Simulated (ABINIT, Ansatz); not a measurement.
# A GW run on LiHS (Ama2) in ABINIT, with inputs changed

A base run on LiHS (Ama2), then changed inputs.

Method: PBEsol and many-body steps on it, plane waves, in ABINIT 10.8.3.

## (1) Starting point

Symmetry: Ama2, No. 40, orthorhombic system. The conventional cell has a = 6.157 Å, b = 5.618 Å, c = 5.515 Å, α = 90.00°, β = 90.00°, γ = 90.00°. Nearest to Li lie 4 S at 2.49 to 2.51 Å. Nearest to H lie 1 S at 1.35 Å. S has 1 H at 1.35 Å and 4 Li at 2.49 to 2.51 Å nearest. Farther neighbours and most contacts between anions are not listed.

The cell and positions come from the Crystallography Open Database and are kept as given unless a step says otherwise.

## (2) Screening, 2×2×2 mesh, 73 bands, screening to 114.3 eV

This step: ABINIT 10.8.3; RPA screening on PBEsol, plane waves, norm-conserving pseudopotentials.

The RPA dielectric matrix is built and inverted for each q.

run.abi reads:

```
acell 3*1.0 Angstrom
rprim 
  6.156870000000 0.000000000000 0.000000000000
  0.000000000000 2.809205000000 2.757390000000
  0.000000000000 -2.809205000000 2.757390000000
ntypat 3
znucl 3 1 16
natom 6
typat 1 1 2 2 3 3
xred 
  0.500000000000 0.501660000000 0.501660000000
  0.000000000000 0.501660000000 0.501660000000
  0.250000000000 0.133090000000 0.983490000000
  0.750000000000 0.983490000000 0.133090000000
  0.750000000000 0.998760000000 0.475340000000
  0.250000000000 0.475340000000 0.998760000000
pp_dirpath "pseudos"
pseudos "Li.upf, H.upf, S.upf"
ecut 33
ngkpt 2 2 2
nshiftk 1
shiftk 0 0 0
kptopt 1
chksymbreak 0
istwfk *1
occopt 1
irdwfk 1
optdriver 3
nband 73
ecuteps 4.2
inclvkb 2
awtr 1
symchi 1
indata_prefix "in"
outdata_prefix "out"
tmpdata_prefix "tmp"
```

Command:

```bash
> OMP_NUM_THREADS=1 mpirun -n 4 abinit run.abi > log
```

What it wrote:

```text
.Version 10.8.3 of ABINIT. v10.8.2 released Aug 2026.

 Symmetries : space group Am a 2 (# 40); Bravais oC (1-face-center ortho.)
[... echo of the input left out ...]
== DATASET  1 ==================================================================
-   mpi_nproc: 4, omp_nthreads: 1 (-1 if OMP is not activated)

--- !DatasetInfo
iteration_state: {dtset: 1, }
dimensions: {natom: 6, nkpt: 6, mband: 73, nsppol: 1, nspinor: 1, nspden: 1, mpw: 5848, }
cutoff_energies: {ecut:  33.0, pawecutdg:  -1.0, }
electrons: {nelect:   2.00000000E+01, charge:   0.00000000E+00, occopt:   1.00000000E+00, tsmear:   1.00000000E-02, }

 SCREENING: Calculation of the susceptibility and dielectric matrices

 Based on a program developped by R.W. Godby, V. Olevano, G. Onida, and L. Reining.
 Incorporated in ABINIT by V. Olevano, G.-M. Rignanese, and M. Torrent.
.Using double precision arithmetic ; gwpc =  8

[... cell and pseudopotentials left out ...]
--------------------------------------------------------------------------------

 ==== K-mesh for the wavefunctions ====
 Number of points in the irreducible wedge :     6
[... list of points left out ...]
 Together with  4 symmetry operations and time-reversal symmetry
 yields     8 points in the full Brillouin Zone.

 ==== Q-mesh for the screening function ====
 Number of points in the irreducible wedge :     6
[... list of points left out ...]
 Together with  4 symmetry operations and time-reversal symmetry
 yields     8 points in the full Brillouin Zone.

 setmesh: FFT mesh size selected  =    48x   32x   32
          total number of points  =        49152

 vcoul_init : cutoff-mode = AUXILIARY_FUNCTION
 q-points for optical limit:   1
     1)      0.000010    0.000020    0.000030

- screening: taking advantage of time-reversal symmetry
- Maximum band index for partially occupied states nbvw = 10
- Remaining bands to be divided among processors   nbcw = 63
- Number of bands treated by each node ~15

 Number of electrons calculated from density =   20.0000; Expected =   20.0000
 average of density, n =  0.031071
 r_s =    1.9733
 omega_plasma =   17.0034 [eV]

 calculating chi0 at frequencies [eV] :
  1    0.000000E+00    0.000000E+00
  2    0.000000E+00    1.700343E+01

--------------------------------------------------------------------------------
  q-point number  1        q = ( 0.000000, 0.000000, 0.000000) [r.l.u.]
--------------------------------------------------------------------------------
[... chi0 elements left out ...]
 For q-point:  0.000010 0.000020 0.000030
  dielectric constant =   3.7266
  dielectric constant without local fields =   4.6170

  Average fulfillment of the sum rule on Im[epsilon] for q-point    1 :     61.62  [%]
[... wings left out ...]
  q-point number  2        q = ( 0.500000, 0.000000, 0.000000) [r.l.u.]
--------------------------------------------------------------------------------
[... chi0 elements left out ...]
  Average fulfillment of the sum rule on Im[epsilon] for q-point    2 :     70.84  [%]

 [... 4 further q-points ...]
```

The job ended after 16 s (4 MPI ranks of Arm Neoverse N1, shared host; peak memory 0.95 GiB).

This step gave:

- ε∞ with local fields, on this mesh, along the program's q direction: 3.727
- the same without local fields: 4.617
- plasma frequency: 17.00 eV
- plane waves in the screening matrix: 283

Local fields lower ε∞ by 19 %. On a Γ-centred mesh this coarse the value itself is usually too large, while a short band sum pulls it down.

## (3) Base

The self-energy is evaluated for the states that the input lists, and the levels follow from it, in one-shot runs by the linearised quasiparticle equation.

This step: G0W0 on PBEsol, plane waves, norm-conserving pseudopotentials.

run.abi: that of step 2 with these lines changed.

```diff
@@ -27,8 +27,15 @@
 irdwfk 1
-optdriver 3
+optdriver 4
 nband 73
+gwcalctyp 0
+ecutsigx 33
+symsigma 1
+nkptgw 1
+kptgw 
+  0.0000000000 0.0000000000 0.0000000000
+bdgw 
+  9 12
 ecuteps 4.2
-inclvkb 2
-awtr 1
-symchi 1
+irdscr 1
+ppmodel 1
 indata_prefix "in"
```

What it wrote:

```text
.Version 10.8.3 of ABINIT. v10.8.2 released Aug 2026.

 Symmetries : space group Am a 2 (# 40); Bravais oC (1-face-center ortho.)
[... echo of the input left out ...]
== DATASET  1 ==================================================================
-   mpi_nproc: 4, omp_nthreads: 1 (-1 if OMP is not activated)

--- !DatasetInfo
iteration_state: {dtset: 1, }
dimensions: {natom: 6, nkpt: 6, mband: 73, nsppol: 1, nspinor: 1, nspden: 1, mpw: 5848, }
cutoff_energies: {ecut:  33.0, pawecutdg:  -1.0, }
electrons: {nelect:   2.00000000E+01, charge:   0.00000000E+00, occopt:   1.00000000E+00, tsmear:   1.00000000E-02, }

 SIGMA: Calculation of the GW corrections

 Based on a program developped by R.W. Godby, V. Olevano, G. Onida, and L. Reining.
 Incorporated in ABINIT by V. Olevano, G.-M. Rignanese, and M. Torrent.
.Using double precision arithmetic ; gwpc =  8

[... cell and pseudopotentials left out ...]
--------------------------------------------------------------------------------

 ==== K-mesh for the wavefunctions ====
 Number of points in the irreducible wedge :     6
[... list of points left out ...]
 Together with  4 symmetry operations and time-reversal symmetry
 yields     8 points in the full Brillouin Zone.

 ==== Q-mesh for screening function ====
 Number of points in the irreducible wedge :     6
[... list of points left out ...]
 Together with  4 symmetry operations and time-reversal symmetry
 yields     8 points in the full Brillouin Zone.

 vcoul_init : cutoff-mode = AUXILIARY_FUNCTION
 q-points for optical limit:   1
     1)      0.000010    0.000020    0.000030
 setmesh: FFT mesh size selected  =    64x   40x   40
          total number of points  =       102400

 Number of electrons calculated from density =   20.0000; Expected =   20.0000
 average of density, n =  0.031071
 r_s =    1.9733
 omega_plasma =   17.0034 [eV]

 === KS Band Gaps ===
  >>>> For spin  1
   Minimum direct gap =   3.3299 [eV], located at k-point      :   0.0000  0.0000  0.0000
   Fundamental gap    =   3.3299 [eV], Top of valence bands at :   0.0000  0.0000  0.0000
                                       Bottom of conduction at :   0.0000  0.0000  0.0000
 SIGMA fundamental parameters:
 PLASMON POLE MODEL  1
 number of plane-waves for SigmaX                 5839
 number of plane-waves for SigmaC and W            283
 number of plane-waves for wavefunctions          5839
 number of bands                                    73
 number of independent spin polarizations            1
 number of spinorial components                      1
 number of k-points in IBZ                           6
 number of q-points in IBZ                           6
 number of symmetry operations                       4
 number of k-points in BZ                            8
 number of q-points in BZ                            8
 number of frequencies for dSigma/dE                 9
 frequency step for dSigma/dE [eV]                0.25
 number of omega for Sigma on real axis              0
 max omega for Sigma on real axis  [eV]           0.00
 zcut for avoiding poles [eV]                     0.10

 EPSILON^-1 parameters (SCR file):
 dimension of the eps^-1 matrix on file            283
 dimension of the eps^-1 matrix used               283
 number of plane-waves for wavefunctions          5839
 number of bands                                    73
 number of q-points in IBZ                           6
 number of frequencies                               2
 number of real frequencies                          1
 number of imag frequencies                          1

 matrix elements of self-energy operator (all in [eV])

 Perturbative Calculation

--- !SelfEnergy_ee
iteration_state: {dtset: 1, }
kpoint     : [   0.000,    0.000,    0.000, ]
spin       : 1
KS_gap     :    3.330
QP_gap     :    5.473
Delta_QP_KS:    2.143
data: !SigmaeeData |
     Band     E0 <VxcDFT>   SigX SigC(E0)      Z dSigC/dE  Sig(E)    E-E0       E
        9  -0.707 -12.411 -15.817   2.119   0.794  -0.259 -13.434  -1.023  -1.730
       10  -0.122 -12.727 -15.736   1.898   0.797  -0.255 -13.612  -0.885  -1.007
       11   3.208  -8.834  -4.303  -3.009   0.827  -0.209  -7.575   1.258   4.466
       12   3.571  -8.614  -4.145  -2.917   0.827  -0.209  -7.330   1.285   4.856

== END DATASET(S) ==============================================================
================================================================================

 -outvars: echo values of variables after computation  --------
           etotal      0.0000000000E+00
            nband          73
             nkpt           6
          spgroup          40
 [... the other variables as echoed above ...]

 Calculation completed.
```

Wall time 6.7 s (4 MPI ranks); peak memory 0.76 GiB; 26 s of CPU time.

Numbers from this step:

```yaml
g0w0_gap_on_the_points_computed: 5.473 eV
starting_gap_on_the_mesh: 3.330 eV
k_of_the_valence_top: 0, 0, 0
k_of_the_conduction_bottom: 0, 0, 0
z_at_the_valence_top: 0.797
z_at_the_conduction_bottom: 0.827
least_direct_g0w0_gap_on_the_computed_points: 5.473 eV
```

The gap on the mesh goes from 3.33 eV to 5.47 eV, a correction of +2.14 eV.

## (4) Smaller part of the screening matrix

run.abi: that of step 3 with these lines changed.

```diff
@@ -37,3 +37,3 @@
   9 12
-ecuteps 4.2
+ecuteps 2.1
 irdscr 1
```

What it wrote:

```text
.Version 10.8.3 of ABINIT. v10.8.2 released Aug 2026.

 Symmetries : space group Am a 2 (# 40); Bravais oC (1-face-center ortho.)
[... echo of the input left out ...]
== DATASET  1 ==================================================================
-   mpi_nproc: 4, omp_nthreads: 1 (-1 if OMP is not activated)

--- !DatasetInfo
iteration_state: {dtset: 1, }
dimensions: {natom: 6, nkpt: 6, mband: 73, nsppol: 1, nspinor: 1, nspden: 1, mpw: 5848, }
cutoff_energies: {ecut:  33.0, pawecutdg:  -1.0, }
electrons: {nelect:   2.00000000E+01, charge:   0.00000000E+00, occopt:   1.00000000E+00, tsmear:   1.00000000E-02, }

 SIGMA: Calculation of the GW corrections

 Based on a program developped by R.W. Godby, V. Olevano, G. Onida, and L. Reining.
 Incorporated in ABINIT by V. Olevano, G.-M. Rignanese, and M. Torrent.
.Using double precision arithmetic ; gwpc =  8

[... cell and pseudopotentials left out ...]
--------------------------------------------------------------------------------

 ==== K-mesh for the wavefunctions ====
 Number of points in the irreducible wedge :     6
[... list of points left out ...]
 Together with  4 symmetry operations and time-reversal symmetry
 yields     8 points in the full Brillouin Zone.

 ==== Q-mesh for screening function ====
 Number of points in the irreducible wedge :     6
[... list of points left out ...]
 Together with  4 symmetry operations and time-reversal symmetry
 yields     8 points in the full Brillouin Zone.

 vcoul_init : cutoff-mode = AUXILIARY_FUNCTION
 q-points for optical limit:   1
     1)      0.000010    0.000020    0.000030
 setmesh: FFT mesh size selected  =    64x   40x   40
          total number of points  =       102400

 Number of electrons calculated from density =   20.0000; Expected =   20.0000
[...]
number of k-points in IBZ                           6
 number of q-points in IBZ                           6
 number of symmetry operations                       4
 number of k-points in BZ                            8
 number of q-points in BZ                            8
 number of frequencies for dSigma/dE                 9
 frequency step for dSigma/dE [eV]                0.25
 number of omega for Sigma on real axis              0
 max omega for Sigma on real axis  [eV]           0.00
 zcut for avoiding poles [eV]                     0.10

 EPSILON^-1 parameters (SCR file):
 dimension of the eps^-1 matrix on file            283
 dimension of the eps^-1 matrix used               107
 number of plane-waves for wavefunctions          5839
 number of bands                                    73
 number of q-points in IBZ                           6
 number of frequencies                               2
 number of real frequencies                          1
 number of imag frequencies                          1

 matrix elements of self-energy operator (all in [eV])

 Perturbative Calculation

--- !SelfEnergy_ee
iteration_state: {dtset: 1, }
kpoint     : [   0.000,    0.000,    0.000, ]
spin       : 1
KS_gap     :    3.330
QP_gap     :    5.421
Delta_QP_KS:    2.091
data: !SigmaeeData |
     Band     E0 <VxcDFT>   SigX SigC(E0)      Z dSigC/dE  Sig(E)    E-E0       E
        9  -0.707 -12.411 -15.817   2.188   0.800  -0.249 -13.386  -0.975  -1.683
       10  -0.122 -12.727 -15.736   1.958   0.804  -0.244 -13.572  -0.844  -0.966
       11   3.208  -8.834  -4.303  -3.030   0.831  -0.204  -7.587   1.247   4.454
       12   3.571  -8.614  -4.145  -2.934   0.831  -0.204  -7.339   1.275   4.846

== END DATASET(S) ==============================================================
================================================================================

 -outvars: echo values of variables after computation  --------
           etotal      0.0000000000E+00
            nband          73
             nkpt           6
          spgroup          40
 [... the other variables as echoed above ...]

 Calculation completed.
```

Run time: 4 s. Hardware: 4 MPI ranks; peak memory 0.44 GiB; 16 s of CPU time.

Numbers from this step:

- G0W0 gap on the points computed: 5.42 eV
- starting gap on the mesh: 3.330 eV
- k of the valence top: 0, 0, 0
- k of the conduction bottom: 0, 0, 0
- Z at the valence top: 0.804
- Z at the conduction bottom: 0.831
- least direct G0W0 gap on the computed points: 5.42 eV

## (5) Point off the mesh

run.abi: that of step 4 with these lines changed.

```diff
@@ -34,6 +34,6 @@
 kptgw 
-  0.0000000000 0.0000000000 0.0000000000
+  0.137 0.291 0
 bdgw 
-  9 12
-ecuteps 2.1
+  10 11
+ecuteps 4.2
 irdscr 1
```

What it wrote:

```text
.Version 10.8.3 of ABINIT. v10.8.2 released Aug 2026.

 Symmetries : space group Am a 2 (# 40); Bravais oC (1-face-center ortho.)
================================================================================
 Values of the parameters that define the memory need of the present run
     intxc =       0    ionmov =       0      iscf =       7    lmnmax =       6
     lnmax =       6     mgfft =      64  mpssoang =       3    mqgrid =    3009
     natom =       6  nloc_mem =       1    nspden =       1   nspinor =       1
    nsppol =       1      nsym =       4    n1xccc =    2501    ntypat =       3
    occopt =       1   xclevel =       2
-    mband =          73        mffmem =           1         mkmem =           2
       mpw =        5848          nfft =      102400          nkpt =           6
================================================================================
  Rough estimation (10% accuracy) of disk space for files :
================================================================================

--------------------------------------------------------------------------------
------------- Echo of variables that govern the present computation ------------
--------------------------------------------------------------------------------
 -outvars: echo values of preprocessed input variables --------
            acell      1.8897261259E+00  1.8897261259E+00  1.8897261259E+00 Bohr

             bdgw          10      11
      chksymbreak           0
             ecut      3.30000000E+01 Hartree
          ecuteps      4.20000000E+00 Hartree
         ecutsigx      3.30000000E+01 Hartree
          ecutwfn      3.30000000E+01 Hartree
-          fftalg         312
           irdscr           1
           irdwfk           1

              ixc     -116133
[...]
-  1.00000   1.00000  180301                  znucl, zion, pspdat
12 -116133 1 -1 1180                          pspcod,pspxc,lmax,lloc,mmax
     nproj     2     1     0
  pspatm : epsatm=    0.35585368
         --- l  ekb(1:nproj) -->
[...]
1   -0.494138
 pspatm: atomic psp has been read  and splines computed

- S Generated using ONCVPSP code by D. R. Hamann
- 16.00000   6.00000  180301                  znucl, zion, pspdat
12 -116133 2 -1 1146                          pspcod,pspxc,lmax,lloc,mmax
     nproj     2     2     2
  pspatm : epsatm=    8.71840686
         --- l  ekb(1:nproj) -->
[...]
1    3.282851    0.896984
             2   -3.496974   -0.974265
 pspatm: atomic psp has been read  and splines computed

   4.67320442E+02                                ecore*ucvol(ha*bohr**3)
--------------------------------------------------------------------------------

 ==== K-mesh for the wavefunctions ====
 Number of points in the irreducible wedge :     6
 Reduced coordinates and weights :

     1)     0.00000000E+00  0.00000000E+00  0.00000000E+00       0.12500
     2)     5.00000000E-01  0.00000000E+00  0.00000000E+00       0.12500
     3)     0.00000000E+00  5.00000000E-01  0.00000000E+00       0.25000
     4)     5.00000000E-01  5.00000000E-01  0.00000000E+00       0.25000
     5)     0.00000000E+00  5.00000000E-01  5.00000000E-01       0.12500
     6)     5.00000000E-01  5.00000000E-01  5.00000000E-01       0.12500

 Together with  4 symmetry operations and time-reversal symmetry
 yields     8 points in the full Brillouin Zone.

--- !ERROR
message: |
    k-point [ 1.3700E-01,  2.9100E-01,  0.0000E+00]  not in the list of k points treated in the preparatory SCF run.
     Change kptgw, or shiftk of previous run.

--- !ERROR
message: |
    k-point [ 1.3700E-01,  2.9100E-01,  0.0000E+00]  not in the list of k points treated in the preparatory SCF run.
     Change kptgw, or shiftk of previous run.

--- from the log ---
k-point [ 1.3700E-01,  2.9100E-01,  0.0000E+00]  not in the list of k points treated in the preparatory SCF run.
     Change kptgw, or shiftk of previous run.
```

Elapsed: 2.5 s, on 4 MPI ranks; peak memory 0.06 GiB.

The run stopped with an error after 2.5 s.

The program's words: k-point [ 1.3700E-01,  2.9100E-01,  0.0000E+00]  not in the list of k points treated in the preparatory SCF run. Change kptgw, or shiftk of previous run.

The fault put into this input: point off the mesh.

## (6) The runs together

Times are wall times on 4 MPI ranks of Arm Neoverse N1, shared host, good to a factor of about two. A run's time includes the screening step that it read.

| run | mesh | bands | screening cutoff (eV) | DFT gap (eV) | gap on the mesh (eV) | direct (eV) | ε∞ used | time |
| --- | --- | --- | --- | --- | --- | --- | --- | --- |
| base | 2×2×2 | 73 | 114.3 | 3.330 | 5.473 | 5.473 | 3.73 | 23 s |
| smaller part of the screening matrix | 2×2×2 | 73 | 57.1 | 3.330 | 5.420 | 5.420 | 3.73 | 20 s |

## (7) What came out

- base: 5.473 eV
- smaller part of the screening matrix: 5.420 eV
- known limits: not at the basis limit; coarse k mesh

Smaller part of the screening matrix: −0.053 eV against base (keys changed: ecuteps). Bands and cutoff are finite, so the gap is not at the basis limit. The miss can reach some tenths of an eV and take either sign; the mesh is an error of its own. In the first G0W0 run levels were corrected at 1 k point alone, so a gap called «on the mesh» is the least over those, and an edge elsewhere would be missed. The 2×2×2 mesh is coarse for this cell, which bears on the long-range parts of exchange and screening.

[Paths, hosts, dates, memory and timing lines, banners, echoed tables and standing remarks are left out of the program output.]

[Logs are printed without paths, hosts, clocks, repeated set-up lines and the standing remarks that a program may print on its own settings, such as how far it seeks lower states.]

[Runs of the session that timed out or met a known fault of the program may be left out.]

[No measured gap is set beside runs whose start may be inverted or whose files or cutoffs have a known fault.]

[Hosts, paths, dates, database ids (printed as entryN), source tags and the programs' standing remarks are cut or masked in the printed files.]

[G0W0 gaps are taken among the corrected bands and points alone; a level outside them can change the order at an edge.]

[Where Ansatz stands beside ABINIT at settings called matched, ABINIT's density can come from a denser mesh and the files from another edition; pairs whose starting gaps differed by over 0.03 eV were left out, so agreement reads better than it is.]
